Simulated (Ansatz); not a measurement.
# Be_Al in AlN (F-43m): charge-transition levels and formation energies

Aim: at which Fermi levels does Be_Al in AlN (F-43m) change its charge? The model is a cell of 54 host atoms with 1 Al taken out and 1 Be put in.

Method: place-levels on r2SCAN runs: charge-transition levels and formation energies with image-charge correction and potential alignment at the atomic sites; PAW set soft_1, in Ansatz 0.2.0.

## 1. The starting structure

The cell holds 54 atoms: 26 Al, 27 N and 1 Be. Its edges and angles: a = 9.269 Å, b = 9.269 Å, c = 9.269 Å, α = 60.0°, β = 60.0°, γ = 60.0°. It derives from AlN (space group F-43m). Nearest the centre at fractional (0.333, 0.667, 0.667): Be35 at 0.00 Å, N34 at 1.89 Å, N30 at 1.89 Å, N18 at 1.89 Å, N36 at 1.89 Å, Al23 at 3.09 Å, Al31 at 3.09 Å, Al5 at 3.09 Å.

Coordinates:

```xyz
54
Lattice="0.0000 6.5542 6.5542 6.5542 0.0000 6.5542 6.5542 6.5542 0.0000" Properties=species:S:1:pos:R:3 pbc="T T T"
Al    0.0000    0.0000    0.0000
N     1.0924    1.0924    1.0924
Al    2.1847    2.1847    0.0000
N     3.2771    3.2771    1.0924
Al    4.3695    4.3695    0.0000
N     5.4618    5.4618    1.0924
Al    2.1847    0.0000    2.1847
N     3.2771    1.0924    3.2771
Al    4.3695    2.1847    2.1847
N     5.4618    3.2771    3.2771
Al    6.5542    4.3695    2.1847
N     7.6466    5.4618    3.2771
Al    4.3695    0.0000    4.3695
N     5.4618    1.0924    5.4618
Al    6.5542    2.1847    4.3695
N     7.6466    3.2771    5.4618
Al    8.7389    4.3695    4.3695
N     9.8313    5.4618    5.4618
Al    0.0000    2.1847    2.1847
N     1.0924    3.2771    3.2771
Al    2.1847    4.3695    2.1847
N     3.2771    5.4618    3.2771
Al    4.3695    6.5542    2.1847
N     5.4618    7.6466    3.2771
Al    2.1847    2.1847    4.3695
N     3.2771    3.2771    5.4618
Al    4.3695    4.3695    4.3695
N     5.4618    5.4618    5.4618
Al    6.5542    6.5542    4.3695
N     7.6466    7.6466    5.4618
Al    4.3695    2.1847    6.5542
N     5.4618    3.2771    7.6466
Al    6.5542    4.3695    6.5542
N     7.6466    5.4618    7.6466
Be    8.7389    6.5542    6.5542
N     9.8313    7.6466    7.6466
Al    0.0000    4.3695    4.3695
N     1.0924    5.4618    5.4618
Al    2.1847    6.5542    4.3695
N     3.2771    7.6466    5.4618
Al    4.3695    8.7389    4.3695
N     5.4618    9.8313    5.4618
Al    2.1847    4.3695    6.5542
N     3.2771    5.4618    7.6466
Al    4.3695    6.5542    6.5542
N     5.4618    7.6466    7.6466
Al    6.5542    8.7389    6.5542
N     7.6466    9.8313    7.6466
Al    4.3695    4.3695    8.7389
N     5.4618    5.4618    9.8313
Al    6.5542    6.5542    8.7389
N     7.6466    7.6466    9.8313
Al    8.7389    8.7389    8.7389
N     9.8313    9.8313    9.8313
```

Screening for the image-charge correction: ε∞ = 4.64, ε0 = 8.51, computed on the host (DFPT, PBEsol, on the r2SCAN cell), and a cell off the functional's own equilibrium shifts the ionic part.

The cell's shortest repeat is 9.3 Å.

## 2. Charge states

Levels follow from differences of total energies between charge states, each relaxed by itself.

Random displacements of about 0.05 Å break the site symmetry at the start, so that the relaxation can reach a distorted minimum if there is one. Forces are taken at one point at (¼, ¼, ¼). The cell holds 1 electron more than the neutral one, with a uniform background that keeps it neutral on the whole.

The sampling was tested on the host first: at the k-points planned (1x1x1 shifted 0.25 0.25 0.25) its energy lies 0.045 eV an atom from the dense-mesh value, so the final energies take a denser sampling.

One of the inputs; charge, spin and start change from state to state.

Contents of qm1.relax/input.yaml:

```yaml
crystal:
  lattice:
    - [0.0, 2.18472995, 2.18472995]
    - [2.18472995, 0.0, 2.18472995]
    - [2.18472995, 2.18472995, 0.0]
  atoms:
    - { symbol: Al, position: [0.0, 0.0, 0.0] }
    - { symbol: "N", position: [0.25, 0.25, 0.25] }
  supercell: [3, 3, 3]
  defects: [{ substitution: { at: 34, symbol: Be } }]
total_charge: -1
basis:
  ecutwfc: 500
  xc_grid: 2
hamiltonian:
  xc: r2scan
  pseudopotentials: { kind: paw, azcp: { folder: soft_1 } }
kpoints:
  mp_grid: { grid: [1, 1, 1], shift: [0.25, 0.25, 0.25] }
scf:
  occupations: { method: fixed }
  max_iter: 80
output:
  forces: true
  charged_corrections: { epsilon: 4.64, static_epsilon: 8.51 }
relax:
  f_tol: 0.02
  max_steps: 80
  random_displacement: { amplitude: 0.05, seed: 4179 }
checkpoint:
  write: "../qm1.relax.run"
  compress: false
  write_wavefunctions: true
  write_every: 100000
```

On the command line:

```bash
$ ansatz run input.yaml --threads 4 --pin off --max-ram 7536MiB --backend cpu --events-out ev --progress --plain --runs-dir out
```

Defect states can disperse in a cell of this size, so the energy is taken again at a 2×2×2 shifted mesh, on the relaxed structure.

The run of this state that the levels use, under r2SCAN:

Contents of qm1.point/input.yaml:

```yaml
crystal:
  checkpoint: "../qm1.relax.run"
  host: checkpoint
total_charge: -1
basis:
  ecutwfc: 500
  xc_grid: 2
hamiltonian:
  xc: r2scan
  pseudopotentials: { kind: paw, azcp: { folder: soft_1 } }
kpoints:
  mp_grid: { grid: [2, 2, 2], shift: [0.5, 0.5, 0.5] }
scf:
  occupations: { method: fermi_dirac, width: 0.01 }
  max_iter: 80
output:
  forces: true
  eigenvalues: true
  charged_corrections:
    epsilon: 4.64
    static_epsilon: 8.51
    defect_position: [0.333333, 0.666667, 0.666667]
  eigenstates: { localisation: true }
  populations: true
  band_densities: [{ bands: [v1, v1] }, { bands: [c1, c1] }]
  write_density: true
  write_potential: true
  volumetric_format: npy
checkpoint:
  read: "../qm1.relax.run"
  write: "../qm1.point.run"
  compress: false
  write_wavefunctions: false
  write_every: 100000
```

Relaxations under r2SCAN at one point at (¼, ¼, ¼); times on 4 threads of Arm Neoverse V1, shared host:

```csv
charge,moment (μB),occupations,outcome,steps,largest displacement against the far atoms (Å),time
−1,0,fixed,converged,5,0.04,46 s
0,1,fixed,converged,11,0.37,3.1 min
+1,0,fixed,converged,9,0.32,93 s
+1,2,fixed,converged,9,0.36,2.9 min
```

Single points under r2SCAN at a 2×2×2 shifted mesh; times on 4 threads of Arm Neoverse V1, shared host:

```csv
charge,moment (μB),occupations,outcome,time
−1,0,fermi-dirac,converged,44 s
0,1,fermi-dirac,converged,1.8 min
+1,0,fermi-dirac,converged,53 s
+1,2,fermi-dirac,converged,2 min
```

Distances (Å) from Be35 to the nearest atoms after relaxation with r2SCAN:

```csv
charge,moment (μB),1.,2.,3.,4.,5.,6.
−1,0,N 1.84,N 1.85,N 1.85,N 1.86,Al 3.05,Al 3.05
0,1,N 1.73,N 1.73,N 1.73,N 2.52,Al 2.78,Al 2.78
+1,0,N 1.73,N 1.74,N 1.74,N 2.44,Al 2.81,Al 2.82
+1,2,N 1.70,N 1.74,N 1.74,N 2.50,Al 2.78,Al 2.80
```

## 3. place-levels, r2SCAN

A charged cell interacts with its images and the background, and its potential has another zero than the host's. place-levels removes the first by a point-charge model, screened by the static dielectric constant since the ions have relaxed around the charge, and the second by comparing potentials at atoms far from the defect.

The host is a run of the defect-free crystal in the same cutoffs, grids and k-points, so that basis and sampling errors cancel in part in the differences. The host is run in a cell of 2 atoms on a matching mesh. Its band edges are searched through the zone by a band path, so the gap is smaller than, or equal to, that on the mesh. Chemical potentials are energies per atom of Al (fcc) and Be (hcp), run with the same functional and cutoff.

Contents of levels.point.yaml:

```yaml
host:
  run: host.point.run
states: [qm1.point.run, q0_M1.point.run, qp1.point.run, qp1_M2.point.run]
geometry_from:
  qm1.point.run: qm1.relax.run
  q0_M1.point.run: q0_M1.relax.run
  qp1.point.run: qp1.relax.run
  qp1_M2.point.run: qp1_M2.relax.run
  host.point.run: host.relax.run
chemical_potentials:
  Al:
    energy: -540.418346
    dataset: <sha256 of the dataset>
  Be:
    energy: -93.340556
    dataset: "<sha256 of the dataset>"
epsilon: 4.64
static_epsilon: 8.51
vertical:
  - { from: qm1.point.run, to: qm1.point_neutral.run }
  - { from: qp1.point.run, to: qp1.point_neutral.run }
  - { from: qp1_M2.point.run, to: qp1_M2.point_neutral.run }
```

On the command line:

```bash
$ ansatz place-levels levels.point.yaml -- --threads 4 --pin off --max-ram 7536MiB
```

Numbers of over 12 decimals in the logs are rounded to 6 here.

The program printed:

```text
[... repeated set-up lines and file paths are left out, and long positions are rounded to six places ...]
(+1/0) 0.024 eV beneath the valence edge (-0.209 eV without the band-filling correction), in the valence band
(0/-1) 0.678 eV above the valence edge, 3.240 eV under the conduction edge
formation energy of charge +1: +3.474 eV with the Fermi level at the valence edge
formation energy of charge 0: +3.450 eV with the Fermi level at the valence edge
formation energy of charge -1: +4.128 eV with the Fermi level at the valence edge
vertical -1 to 0: no energy, since no alignment is typed
  the change from vertical[0].from (qm1.point.run) to vertical[0].to (qm1.point_neutral.run): by its potential at epsilon 4.64 it stands at 0.390 0.723 0.722, with an rms radius of about 3.3 Å (1.9 1.9 1.9 Å across the planes of the cell's vectors); [...]
vertical +1 to 0: no energy, since no alignment is typed
  the change from vertical[1].from (qp1.point.run) to vertical[1].to (qp1.point_neutral.run): by its potential at epsilon 4.64 it stands at 0.414 0.850 0.748, with an rms radius of about 4.1 Å (2.6 1.8 2.6 Å across the planes of the cell's vectors); [...]
vertical +1 to 0: no energy, since no alignment is typed
  the change from vertical[2].from (qp1_M2.point.run) to vertical[2].to (qp1_M2.point_neutral.run): by its potential at epsilon 4.64 it stands at 0.213 0.545 0.760, with an rms radius of about 4.6 Å (3.0 3.0 1.7 Å across the planes of the cell's vectors); [...]
  edges by r2scan, gap 3.918 eV; the host is sampled to repeats of 18.54 Å
  the defect's cells are sampled to repeats of 18.54 Å, like sampling
  charge +1: -24623.7982 eV with its correction of +0.004 eV, at epsilon 8.51, aligned at sites: -0.2922 eV, mean over 19 atomic sites at or beyond 4.63 Å from the host's site at [0.3332, 0.6666, 0.6666] by the defect at [0.3333, 0.6667, 0.6667], with [...]
  states[3] (qp1_M2.point.run): levels filled in part (TS 0.005 eV): its energy is of no whole electron's
  charge 0: +0.000 eV for its dipole among its images, +0.017 omitted
  charge -1: -24609.9276 eV with its correction of +0.432 eV, at epsilon 8.51, aligned at sites: -0.1365 eV, mean over 19 atomic sites at or beyond 4.63 Å from the host's site at [0.3332, 0.6666, 0.6666] by the defect at [0.3333, 0.6667, 0.6667], with [...]
  charge +1: states[2] (qp1.point.run) stands 0.194 eV higher, with a moment of 0.00 μB against 2.00
  states[2] (qp1.point.run): levels filled in part (TS 0.007 eV): its energy is of no whole electron's
  of states[3] (qp1_M2.point.run): it parts from the run at its places by a charge that spreads by about 3 Å along one vector (1.3 Å or more is wide), by its potential at epsilon 4.64, taken for that of held ions (one typed too small widens it), where the [...]
  of states[1] (q0_M1.point.run): stability_check_not_made
  of states[0] (qm1.point.run): it parts from the run at its places by a charge that spreads by about 1.9 Å along one vector (1.3 Å or more is wide), by its potential at epsilon 4.64, taken for that of held ions (one typed too small widens it), where the cell [...]
  of states[2] (qp1.point.run): it parts from the run at its places by a charge that spreads by about 2.6 Å along one vector (1.3 Å or more is wide), by its potential at epsilon 4.64, taken for that of held ions (one typed too small widens it), where the cell [...]
  of vertical[0].from (qm1.point.run): it parts from the run at its places by a charge that spreads by about 1.9 Å along one vector (1.3 Å or more is wide), by its potential at epsilon 4.64, taken for that of held ions (one typed too small widens it), where [...]
  vertical[0].to (qm1.point_neutral.run): levels filled in part (TS 0.005 eV): its energy is of no whole electron's
  of vertical[0].to (qm1.point_neutral.run): stability_check_not_made
  vertical[1].from (qp1.point.run): levels filled in part (TS 0.007 eV): its energy is of no whole electron's
  of vertical[1].from (qp1.point.run): it parts from the run at its places by a charge that spreads by about 2.6 Å along one vector (1.3 Å or more is wide), by its potential at epsilon 4.64, taken for that of held ions (one typed too small widens it), where [...]
  of vertical[1].to (qp1.point_neutral.run): stability_check_not_made
  vertical[2].from (qp1_M2.point.run): levels filled in part (TS 0.005 eV): its energy is of no whole electron's
  of vertical[2].from (qp1_M2.point.run): its moments are held at its close (magnetization.spin_locking), by a field of 0.001 eV a Bohr magneton, and its energy and levels are of the state that this holds: a run that lets them go can end lower; [...]
  of vertical[2].to (qp1_M2.point_neutral.run): it set out from the moments of a save, which an earlier run chose (saved_moments_taken); stability_check_not_made
```

It took 0.47 s on 4 threads of Arm Neoverse V1, shared host.

Levels between the charges placed, in eV above the valence top:

```csv
,gap (eV),(+1/0),(0/−1)
r2SCAN,3.92,-0.02,0.68
```

Corrections by state:

```csv
charge,moment (μB),image terms and alignment (eV),band filling (eV),ε used,"over the lowest of its charge, as the program ranks them, band filling apart (eV)"
+1,2.0,0.004,-0.185,8.51,0.000
0,1.0,0.000,-,-,0.000
−1,0.0,0.432,-,8.51,0.000
+1,0.0,-0.021,-,8.51,0.194
```

The charged structures listed were also run neutral, and place-levels reads from each pair, by the potential or the spins, how wide the charge is by which they differ; that can be the carrier of either run.

```csv
charge,rms radius (Å),spread where it is widest against the cell (Å),wide from (Å),reading
+1,4.6,3.00,1.31,wide
−1,3.3,1.91,1.31,wide
```

The neutral runs of these pairs need not share the spin of the lowest neutral state, and very wide values only mean spread over the cell.

From the program's caveats on the states, each cut to its opening words:

- charge +1 (2 μB): it parts from the run at its places by a charge that spreads by about 3 Å along one vector (1.3 Å or more is wide), by its potential at epsilon 4.64, taken for [...]
- charge +1 (2 μB): a band-filling correction moves a carrier to the host's band edge, which changes its energy by -0.185 eV
- charge +1 (2 μB): the host's ions (past the first shell or, of a walk that freed a part, those that it held) aren't shown at rest: they stand up to 0.058 Å off their sites, 0.14 [...]
- charge +1 (2 μB): its moments are held at its close (magnetization.spin_locking), by a field of 0.001 eV a Bohr magneton, and its energy and levels are of the state that this [...]
- charge +1 (2 μB), 0 (1 μB): flagged: stability check not made
- charge −1: it parts from the run at its places by a charge that spreads by about 1.9 Å along one vector (1.3 Å or more is wide), by its potential at epsilon 4.64, taken [...]
- charge −1: its alignment with the host at atomic sites is doubtful: the mean over the far sites moves by +0.0654 eV from their farther parts to their nearer, more than [...]
- charge +1: it parts from the run at its places by a charge that spreads by about 2.6 Å along one vector (1.3 Å or more is wide), by its potential at epsilon 4.64, taken [...]
- charge +1: its alignment with the host at atomic sites is doubtful: the mean over the far sites moves by -0.1462 eV from their farther parts to their nearer, more than [...]
- charge +1: the host's ions (past the first shell or, of a walk that freed a part, those that it held) aren't shown at rest: they stand up to 0.051 Å off their sites, 0.38 [...]

The host's formation energy from the elements is -1.603 eV per atom; it sets how far the chemical potentials can move.

Limit set by the element alone; other compounds of these elements are not counted. Chemical potentials from the elements' reference states: Al 0.00 eV, N -3.21 eV, Be 0.00 eV. Formation energies (Al-rich), with the Fermi level at the valence top and at the conduction bottom (gap 3.92 eV):

```csv
charge,at valence top (eV),at conduction bottom (eV),correction included (eV)
+1,3.47,7.39,-0.18
0,3.45,3.45,0.00
−1,4.13,0.21,0.43
```

Fermi level (eV), lowest formation energy (eV) and a bar:
```
     0.00       3.45 ##############################
     0.36       3.45 ##############################
     0.71       3.42 ##############################
     1.07       3.06 ##########################
     1.42       2.70 #######################
     1.78       2.35 ####################
     2.14       1.99 ################
     2.49       1.63 #############
     2.85       1.28 ##########
     3.21       0.92 #######
     3.56       0.57 ###
     3.92       0.21
```

Limit set by the element alone; other compounds of these elements are not counted. Chemical potentials from the elements' reference states: N 0.00 eV, Al -3.21 eV, Be 0.00 eV. Formation energy by charge state (N-rich; gap 3.92 eV):

```csv
charge,at valence top (eV),at conduction bottom (eV),correction included (eV)
+1,0.27,4.19,-0.18
0,0.24,0.24,0.00
−1,0.92,-3.00,0.43
```

| Fermi level (eV) | lowest formation energy (eV) |
| --- | --- |
| 0.00 | 0.24 |
| 0.36 | 0.24 |
| 0.71 | 0.21 |
| 1.07 | -0.15 |
| 1.42 | -0.50 |
| 1.78 | -0.86 |
| 2.14 | -1.22 |
| 2.49 | -1.57 |
| 2.85 | -1.93 |
| 3.21 | -2.28 |
| 3.56 | -2.64 |
| 3.92 | -3.00 |

## 4. Effect of the sampling

The relaxations' own energies give the levels at their sampling, for comparison.

Contents of levels.relax_mesh.yaml:

```yaml
host:
  run: host.relax.run
states: [qm1.relax.run, q0_M1.relax.run, qp1.relax.run, qp1_M2.relax.run]
chemical_potentials:
  Al:
    energy: -540.418346
    dataset: <sha256 of the dataset>
  Be:
    energy: -93.340556
    dataset: "<sha256 of the dataset>"
```

On the command line:

```bash
$ ansatz place-levels levels.relax_mesh.yaml -- --threads 4 --pin off --max-ram 7536MiB
```

The program printed:

```text
[...]
(0/-1) 0.835 eV above the valence edge, 3.035 eV under the conduction edge
formation energy of charge +1: +3.287 eV with the Fermi level at the valence edge
formation energy of charge 0: +3.257 eV with the Fermi level at the valence edge
formation energy of charge -1: +4.093 eV with the Fermi level at the valence edge
  edges by r2scan, gap 3.870 eV; the host is sampled to repeats of 9.27 Å
[... the lines on each state left out ...]
```

The job ended after 0.13 s (4 threads).

Levels between neighbouring charges, in eV above the valence top:

```csv
,gap (eV),(+1/0),(0/−1)
"one point at (¼, ¼, ¼)",3.87,-0.03,0.84
a 2×2×2 shifted mesh,3.92,-0.02,0.68
```

Going from one point at (¼, ¼, ¼) to a 2×2×2 shifted mesh moves the levels that carry no band-filling term by up to 0.16 eV and formation energies against the elements by up to 0.19 eV; band-filling terms, which differ between samplings, are in these energies.

## 5. Outcome

* gap of the host: 3.92 eV (r2SCAN)
* level (plus 1/0): 0.02 eV below the valence top (-0.21 eV above the valence top without the band-filling term)
* level (0/minus 1): 0.68 eV above the valence top
* lowest of the charges placed, just above the valence top (0.02 eV): 0
* lowest of the charges placed, just below the conduction bottom (0.02 eV): −1
* lowest formation energy at mid-gap of the charges run, Al-rich: 2.17 eV
* lowest formation energy at mid-gap of the charges run, N-rich: -1.04 eV

**Reading.** Of the charges placed (−1, 0 and +1), the lowest changes at 0.68 eV (0/−1) above the valence top, in a gap of 3.92 eV. Charges below −1 were not placed, so these runs say nothing of levels that involve them. States placed: +1 at 2 μB and 0 μB; 0 at 1 μB; −1 at 0 μB. Other spin states or structures, where not listed, weren't placed. The program finds carriers beyond a band edge of the host and adds a band-filling term at charge +1 (-0.18 eV); steps to such a charge show no bound level, and a defect level inside a band would be read the same way. Be is taken at its element; compounds, which aren't counted here, bound the chemical potentials and would shift these formation energies. Going from one point at (¼, ¼, ¼) to a 2×2×2 shifted mesh moves the levels that carry no band-filling term by up to 0.16 eV and formation energies against the elements by up to 0.19 eV; band-filling terms, which differ between samplings, are in these energies. The program doubts the alignment of potentials for at least one state, a sign that the cell is small. What this leaves open: r2SCAN makes the gap too small and tends to spread out bound carriers; where a gas molecule sets a chemical potential or the host's formation energy, its binding is uncorrected; force components of up to 0.22 eV/Å remain in a run at the final settings.

[Logs are printed without paths, hosts, clocks, repeated set-up lines and the standing remarks that a program may print on its own settings, such as how far it seeks lower states.]

[Hosts, paths, dates, database ids (printed as entryN), source tags and the programs' standing remarks are cut or masked in the printed files.]

[Where a table of states has a column of steps, it counts the stored structures, which are thinned; the runs took as many ionic steps or more.]

[A defect's name tells the site on which it was built; relaxed atoms can leave that site.]

[For some hosts the program warned that the k-mesh of the response run may be too coarse for force constants and the static dielectric constant; such warnings are not shown here.]
